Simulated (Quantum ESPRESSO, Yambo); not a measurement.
# Quasiparticle gap of InF3 (R-3c) in Yambo, part 3 of 3

Aim: the G0W0 gap of InF3 (R-3c) on LDA, step by step.

Quantum ESPRESSO 7.5 and Yambo 5.3.0; LDA and many-body steps on it, plane waves. Known limits of the many-body steps: not at the basis limit; no spin-orbit coupling.

So far. Step 3 (Bands along the symmetry lines): The gap is 4.009 eV, as in the run before at this level. Step 4 (Empty states on the mesh, 4×4×4 mesh, 120 bands): On this mesh the gap is 4.009 eV.

### Step 6. Screening and self-energy, 4×4×4 mesh, 120 bands, screening to 88.4 eV

Now the one-shot GW correction: screening in the RPA, then the self-energy of the levels asked for.

This step: G0W0 on LDA, plane waves, norm-conserving pseudopotentials.

The input, gw1.in:

```
HF_and_locXC
gw0
dyson
ppa
em1d
rim_cut
RandQpts= 1000000
RandGvec= 1 RL
EXXRLvcs= 80 Ry
VXCRLvcs= 320 Ry
Chimod= "HARTREE"
% BndsRnXp
 1 | 120 |
%
NGsBlkXp= 6.5 Ry
% LongDrXp
 1 | 1 | 1 |
%
% GbndRnge
 1 | 120 |
%
DysSolver= "n"
ExtendOut
PPAPntXp= 27.21138 eV
% QPkrange
 7 | 7 | 41 | 44 |
 1 | 1 | 41 | 44 |
%
```

Started as:

```console
$ OMP_NUM_THREADS=2 mpirun -n 4 yambo -F gw1.in -J gw1 -C gw1 > gw1.log
```

Output:

```text
 Yambo, version 5.3.0

 [02] CORE Variables Setup
 =========================

  [... cell, symmetries and grids as in the set-up ...]

  [02.05] Energies & Occupations
  ==============================

  [X] === General ===
  [X] Electronic Temperature                        :  0.000000  0.000000 [eV K]
  [X] Bosonic    Temperature                        :  0.000000  0.000000 [eV K]
  [X] Finite Temperature mode                       : no
  [X] El. density                                   :  0.72974E+24 [cm-3]
  [X] Fermi Level                                   :  2.393526 [eV]

  [X] === Gaps and Widths ===
  [X] Conduction Band Min                           :  4.009337 [eV]
  [X] Valence Band Max                              :  0.000000 [eV]
  [X] Filled Bands                                  :   42
  [X] Empty Bands                                   :   43  120
  [X] Direct Gap                                    :  4.041771 [eV]
  [X] Direct Gap localized at k                     :  1
  [X] Indirect Gap                                  :  4.009337 [eV]
  [X] Indirect Gap between kpts                     :   7   1
  [X] Last valence band width                       :  0.129179 [eV]
  [X] 1st conduction band width                     :  3.087633 [eV]

 [03] Transferred momenta grid and indexing
 ==========================================

 IBZ Q-points                                      :  14
 BZ  Q-points                                      :   64

 K/Q-points units:
 rlu = crystal or reduced units; cc = cartesian coordinates; iku = interal k-units

 Q [ 1]         [rlu]:  0.000000  0.000000  0.000000
 Q [ 2]         [rlu]: -0.34882E-16 -0.34882E-16  0.25000
 Q [ 3]         [rlu]:  0.49282E-16  0.49282E-16 -0.50000
 Q [ 4]         [rlu]:  0.18461E-16  0.25000      0.25000
 Q [ 5]         [rlu]:  0.15108E-15  0.25000      0.50000
 Q [ 6]         [rlu]:  0.74563E-16  0.25000     -0.25000
 Q [ 7]         [rlu]: -0.36922E-16 -0.50000     -0.50000
 Q [ 8]         [rlu]:  0.250000  0.250000  0.250000
 Q [ 9]         [rlu]:  0.250000  0.250000  0.500000
 Q [10]         [rlu]:  0.250000  0.250000 -0.250000
 Q [11]         [rlu]:  0.250000  0.500000  0.500000
 Q [12]         [rlu]:  0.250000  0.500000  0.750000
 Q [13]         [rlu]: -0.500000 -0.500000 -0.500000
 Q [14]         [rlu]: -0.25000     -0.16429E-15 -0.50000

 [04] Coloumb potential Random Integration (RIM)
 ===============================================

  [04.01] RIM initialization
  ==========================

  * Diagonal components only detected *

  8 x (sBL volume)        :  0.039915 [a.u.]
  sBZ random points       :  1000000
  Points outside the sBZ  :   7988742
  RL volume               :  0.319323 [a.u.]
  Integrated volume       :  0.319773 [a.u.]

  [04.02] RIM integrals
  =====================

  Gamma point sphere radius             :  0.061991 [a.u.]
  Points outside the sphere             :   799652
  [Int_sBZ(q=0) 1/q^2]*(Vol_sBZ)^(-1/3) =:  7.753065
                                 should be <:  7.795600

  Summary of Coulomb integrals for non-metallic bands |Q|[au] RIM/Bare

  Q [1] 0.100000E-4 0.994544 * Q [8] 0.169379 1.028176
  Q [2] 0.192878 1.076558 * Q [4] 0.216252 1.066047
  Q [9] 0.291577 1.024101 * Q [6] 0.319441 1.030907
  Q [11] 0.337204 1.016845 * Q [13] 0.338758 1.010690
  Q [5] 0.361568 1.021448 * Q [14] 0.361568 1.021767
  Q [10] 0.373154 1.022739 * Q [3] 0.385755 1.020169
  Q [7] 0.432504 1.015207 * Q [12] 0.465617 1.010633

 [05] Dipoles
 ============

  [05.01] Setup: observables and procedures
  =========================================

  [WARNING] [x,Vnl] slows the Dipoles computation. To neglect it rename the ns.kb_pp file

 [06] Dynamic Dielectric Matrix (PPA)
 ====================================

 [WR./gw1//ndb.pp]---------------------------------------------------------------
  Brillouin Zone Q/K grids (IBZ/BZ)                :   14   64   14   64
  RL vectors                                       :  11327 [WF]
  Coulomb cutoff potential                         : none
  Electronic Temperature                           :  0.000000 [K]
  Bosonic    Temperature                           :  0.000000 [K]
  PPA    diel. fun.  energies                      : Slater exchange(X)+Perdew & Wang(C)
  wavefunctions                                    : Slater exchange(X)+Perdew & Wang(C)
  Global Gauge                                     : length
  X matrix size                                    :  205
  X band range                                     :    1  120
  X e/h energy range                               : -1.000000 -1.000000 [eV]
  X Time ordering                                  : R
  X Hxc Kernel                                     : HARTREE
  X Drude frequency                                :  0.000000  0.000000
  X poles                                          :  100.0000 [o/o]
  RL vectors in the sum                            :  11327
  [r,Vnl] included                                 : yes
  Field direction                                  :  0.577350E-5  0.577350E-5  0.577350E-5
  BZ energy Double Grid                            : no
  BZ energy DbGd points                            : 0
  BZ Q point size factor                           : -1.000000
  X Optical Averaged directions                    : none

 [07] Local Exchange-Correlation + Non-Local Fock
 ================================================

 [VXC] Plane waves :   74873
 [EXS] Plane waves :   9339

 QP @ state[ 1 ] K range:  1  1
 QP @ state[ 1 ] b range:   41   44
 QP @ state[ 2 ] K range:   7   7
 QP @ state[ 2 ] b range:   41   44

 [xc] Functional : Slater exchange(X)+Perdew & Wang(C)
 [xc] LIBXC used to calculate xc functional
  PP Number of Atomic Species                      :  2
  NLCC RL compoments                               :   74873
  PP Number of Atomic Species                      :  2
  NLCC RL compoments                               :   74873

 [xc] E_xc :  -59.69010 [Ha]
      E_xc :  -119.3802 [Ry]

  Local XC kind (lXC) : Slater exchange(X)+Perdew & Wang(C)
  Non-Local XC kind (nlXC) : Hartree-Fock

  Corrections @ K [1] :  [eV]
 <41|nlXC|41> = -30.71635  0.15021E-17 <41|lXC|41> = -22.75051  0.28323E-15
 <42|nlXC|42> = -30.71635 -0.28585E-17 <42|lXC|42> = -22.75051  0.28323E-15
 <43|nlXC|43> = -10.34929  0.13594E-17 <43|lXC|43> = -15.00349 -0.18883E-15
 <44|nlXC|44> = -13.25182 -0.43373E-18 <44|lXC|44> = -19.92579 -0.12669E-19

  Corrections @ K [7] :  [eV]
 <41|nlXC|41> = -30.87882 -0.52793E-17 <41|lXC|41> = -23.60420 -0.94411E-16
 <42|nlXC|42> = -30.81241 -0.14344E-16 <42|lXC|42> = -22.91544 -0.23602E-15
 <43|nlXC|43> = -12.86163 -0.29761E-18 <43|lXC|43> = -18.19566 -0.11091E-19
 <44|nlXC|44> = -13.06255 -0.24290E-18 <44|lXC|44> = -19.12038 -0.18885E-15

 [08] Dyson equation: Newton solver
 ==================================

  [08.01] G0W0 (W PPA)
  ====================

  [  GW  ] Bands range     :    1  120
  [GW/PPA] G damping       :  0.100000 [eV]

  QP @ state[ 1 ] K range:  1  1
  QP @ state[ 1 ] b range:   41   44
  QP @ state[ 2 ] K range:   7   7
  QP @ state[ 2 ] b range:   41   44

   Sc/G bands                                       :    1  120
   Sc/G damping                                     :  0.100000 ev
   Sc bands terminator                              : no
   Sx RL components                                 :   9339

   QP @ state[ 1 ] K range                          :  1  1
   QP @ state[ 1 ] b range                          :   41   44
   QP @ state[ 2 ] K range                          :   7   7
   QP @ state[ 2 ] b range                          :   41   44
   GF energies kind                                 : Slater exchange(X)+Perdew & Wang(C)
   GF WF`s kind                                     : Slater exchange(X)+Perdew & Wang(C)
   Xs energies kind                                 : Slater exchange(X)+Perdew & Wang(C)
   Xs WF`s kind                                     : Slater exchange(X)+Perdew & Wang(C)

 [11] Game Over & Game summary
```

Elapsed: 6.3 min, on 4 MPI ranks of Arm Neoverse V2, shared host; peak memory 6.3 GiB.

This step gave:

```
G0W0 gap on the points computed              : 7.872 eV
starting gap on the mesh                     : 4.009 eV
k of the valence top                         : 0, -0.5, -0.5
k of the conduction bottom                   : 0, 0, 0
least direct G0W0 gap on the computed points : 7.923 eV
Z at the valence top                         : 0.7984
Z at the conduction bottom                   : 0.8698
```

The gap on the mesh goes from 4.01 eV to 7.87 eV, a correction of +3.86 eV.

Limits: finite bands, cutoff and mesh; no spin-orbit coupling. v1 is the top filled band, c1 the lowest empty one. Levels before and after the correction, in eV, zero at the valence-band top of each column:

|  | conduction bottom | valence top |
| --- | --- | --- |
| Kohn-Sham | 4.01 | 0.00 |
| G0W0 | 7.87 | 0.00 |

|  | level | energy (eV) |
| --- | --- | --- |
| Kohn-Sham | Γ v2-v1 | -0.032 |
| Kohn-Sham | Γ c1 | 4.009 |
| Kohn-Sham | Γ c2 | 9.417 |
| Kohn-Sham | (0 -0.5 -0.5) v2 | -0.152 |
| Kohn-Sham | (0 -0.5 -0.5) v1 | 0.000 |
| Kohn-Sham | (0 -0.5 -0.5) c1 | 6.535 |
| Kohn-Sham | (0 -0.5 -0.5) c2 | 8.084 |
| G0W0 | Γ v2-v1 | -0.051 |
| G0W0 | Γ c1 | 7.872 |
| G0W0 | Γ c2 | 14.237 |
| G0W0 | (0 -0.5 -0.5) v2 | -0.009 |
| G0W0 | (0 -0.5 -0.5) v1 | 0.000 |
| G0W0 | (0 -0.5 -0.5) c1 | 10.916 |
| G0W0 | (0 -0.5 -0.5) c2 | 12.789 |

### Step 7. Where the time went

Times are wall times on the hardware named with each run. The host was busy with other work, so they are no guide to cost.

| step | time | share | memory (GiB) |
| --- | --- | --- | --- |
| ground state | 46 s | 10 % | 1.3 |
| bands along the symmetry lines | 16 s | 3 % | 0.95 |
| empty states on the mesh | 21 s | 4 % | 0.87 |
| conversion and set-up | 2.9 s | 1 % | 0.25 |
| screening and self-energy | 6.3 min | 82 % | 6.3 |

### Step 8. Outcome

```json
{
  "LDA gap": "4.01 eV, indirect (only 32 meV under the direct gap)",
  "G0W0 gap on the mesh": "7.87 eV",
  "GW settings": "4×4×4 mesh, 120 bands, screening to 88.4 eV, Godby-Needs plasmon pole",
  "known limits": "not at the basis limit; no spin-orbit coupling"
}
```

What this shows: G0W0 moves the gap on the mesh from 4.01 eV to 7.87 eV (+3.86 eV), with Z of 0.80 and 0.87 at the edges. Only 2 of the mesh's irreducible points were corrected, so a valley elsewhere could overtake. The dearest step here is «screening and self-energy». Bands and cutoff are finite, so the gap is not at the basis limit. The miss can reach some tenths of an eV and take either sign; the mesh is an error of its own. In the G0W0 run levels were corrected at 2 k points alone, so a gap called «on the mesh» is the least over those, and an edge elsewhere would be missed. The many-body steps are scalar-relativistic: spin-orbit coupling is not in them.

[Paths, hosts, dates, memory and timing lines, banners, echoed tables and standing remarks are left out of the program output.]

[Logs are printed without paths, hosts, clocks, repeated set-up lines and the standing remarks that a program may print on its own settings, such as how far it seeks lower states.]

[Runs of the session that timed out or met a known fault of the program may be left out.]

[Hosts, paths, dates, database ids (printed as entryN), source tags and the programs' standing remarks are cut or masked in the printed files.]
